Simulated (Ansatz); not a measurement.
# Dielectric function and optical constants of BaTiO3

What colour and refractive index does BaTiO3 have at this level of theory?

Main program and level: Ansatz 0.2.0; DFT, PBE, plane-wave PAW, default files, scalar-relativistic, independent-particle optical response without local fields.

## (1) The starting structure

Symmetry: Pm-3m, No. 221, cubic system. Conventional cell: a = 4.006 Å, b = 4.006 Å, c = 4.006 Å, α = 90.00°, β = 90.00°, γ = 90.00°. Ba has 12 O at 2.83 Å nearest. Nearest to Ti lie 6 O at 2.00 Å. Nearest to O lie 2 Ti at 2.00 Å and 4 Ba at 2.83 Å. Farther neighbours and most contacts between anions are not listed.

As a file:

```cif
data_structure
_symmetry_space_group_name_H-M 'P 1'
_symmetry_Int_Tables_number 1
_cell_length_a 4.0060
_cell_length_b 4.0060
_cell_length_c 4.0060
_cell_angle_alpha 90.000
_cell_angle_beta 90.000
_cell_angle_gamma 90.000
_cell_volume 64.29
loop_
_atom_site_label
_atom_site_type_symbol
_atom_site_fract_x
_atom_site_fract_y
_atom_site_fract_z
_atom_site_occupancy
Ba1 Ba 0.50000 0.50000 0.50000 1
Ti2 Ti 0.00000 0.00000 0.00000 1
O3 O 0.00000 0.00000 0.50000 1
O4 O 0.00000 0.50000 0.00000 1
O5 O 0.50000 0.00000 0.00000 1
```

## (2) Ground state and bands

The self-consistent density comes first; it also tells whether there is a gap, which decides the occupations and the need for a Drude term.

This step: DFT, PBE, plane-wave PAW, default files, scalar-relativistic, ground state (Ansatz 0.2.0).

The input, input.yaml:

```yaml
crystal:
  lattice:
    - [4.006, 0.0, 0.0]
    - [0.0, 4.006, 0.0]
    - [0.0, 0.0, 4.006]
  atoms:
    - { symbol: Ba, position: [0.5, 0.5, 0.5] }
    - { symbol: Ti, position: [0.0, 0.0, 0.0] }
    - { symbol: O, position: [0.0, 0.0, 0.5] }
    - { symbol: O, position: [0.0, 0.5, 0.0] }
    - { symbol: O, position: [0.5, 0.0, 0.0] }
kpoints:
  mp_grid: { grid: [6, 6, 6] }
  band_path:
    path:
      - [[0.0, 0.0, 0.0], [0.0, 0.5, 0.0], [0.5, 0.5, 0.0], [0.0, 0.0, 0.0], [0.5, 0.5, 0.5], [0.0, 0.5, 0.0]]
      - [[0.5, 0.5, 0.0], [0.5, 0.5, 0.5]]
    npoints: 10
scf:
  occupations: { method: fermi_dirac, width: 0.05 }
  n_extra_bands: 9
hamiltonian:
  xc: pbe
  pseudopotentials: { kind: paw }
output:
  forces: true
  stress: true
  populations: true
  write_bands: true
  write_density: true
  write_potential: true
  elf: true
  volumetric_format: npy
```

Launch:

```console
> ansatz run input.yaml --threads 4 --pin off --max-ram 8192MiB --backend cpu --events-out ev --progress --plain --runs-dir out
```

The runs that follow: spectrum; static response with local fields. Settings of the main run: response mesh 8×8×8, line width 0.15 eV, cutoff 420 eV, fixed occupations.

Q: Predict the gap on the path; least direct gap on the path; electronic dielectric constant ε∞, mean over x, y and z; and main peak of Im epsilon, first axis.

Light drives vertical transitions, so the absorption sets in only above the least direct gap, 1.91 eV, apart from the broadening. At this level (PBE, independent particles) BaTiO3 has ε∞ = 6.84 (6.69 with local fields) and n = 2.65 at 1550 nm; absorption sets in near 1.9 eV, and Im ε peaks at 4.1 eV. The gap is indirect (1.80 eV), so absorption without phonons can begin only at the direct gap of 1.91 eV.

* gap on the path: 1.80 eV
* least direct gap on the path: 1.91 eV
* electronic dielectric constant ε∞, mean over x, y and z (by symmetry where fewer were run) (independent particles): 6.84
* absorption onset, first axis (α over 10⁴ cm⁻¹, or the direct gap if that lies higher): 1.92 eV
* main peak of Im epsilon, first axis: 4.15 eV
* photocurrent from vertical transitions in a film 500 nm thick on a perfect mirror (two passes), AM1.5G, no front reflection, all carriers collected: 15.9 mA/cm²
* electronic dielectric constant ε∞, mean over x, y and z (by symmetry where fewer were run) (static response with local fields): 6.69

Absorption passes 10⁴ cm⁻¹ from the direct gap on, 1.91 eV, inside the visible range. Distinct maxima of Im ε, read by a parabola through the highest points, lie at 4.15 eV (9.7), 8.79 eV (5.3), 9.92 eV (4.8) and 19.02 eV (4.9). The f-sum over the summed bands holds 27.2 of the cell's 40 electrons outside the frozen cores, 16 of which lie in bands more than 12 eV below the Fermi level, whose transitions come at higher energies. Up to 22 eV the strength has a mean oscillator energy of 8.6 eV, well above the main peak, so higher transitions carry much of it. Through 1 µm of it, D65 light comes out red, dark (x = 0.678, y = 0.321; 2 % transmitted). A larger true gap would move the edge to shorter wavelengths and change the colour. With local fields and the functional's kernel the static response is 6.69 against 6.84 for independent particles (-2 %). In the base spectrum excitons and phonon-assisted transitions are missing, and so are local fields; PBE gaps are as a rule too small, which pulls the onset down and ε∞ up. In the base run ε includes the program's bounded estimate of what the bands above those summed add. Spin-orbit coupling is left out although heavy atoms are present.

[Logs are printed without paths, hosts, clocks, repeated set-up lines and the standing remarks that a program may print on its own settings, such as how far it seeks lower states.]

[Hosts, paths, dates, database ids (printed as entryN), source tags and the programs' standing remarks are cut or masked in the printed files.]
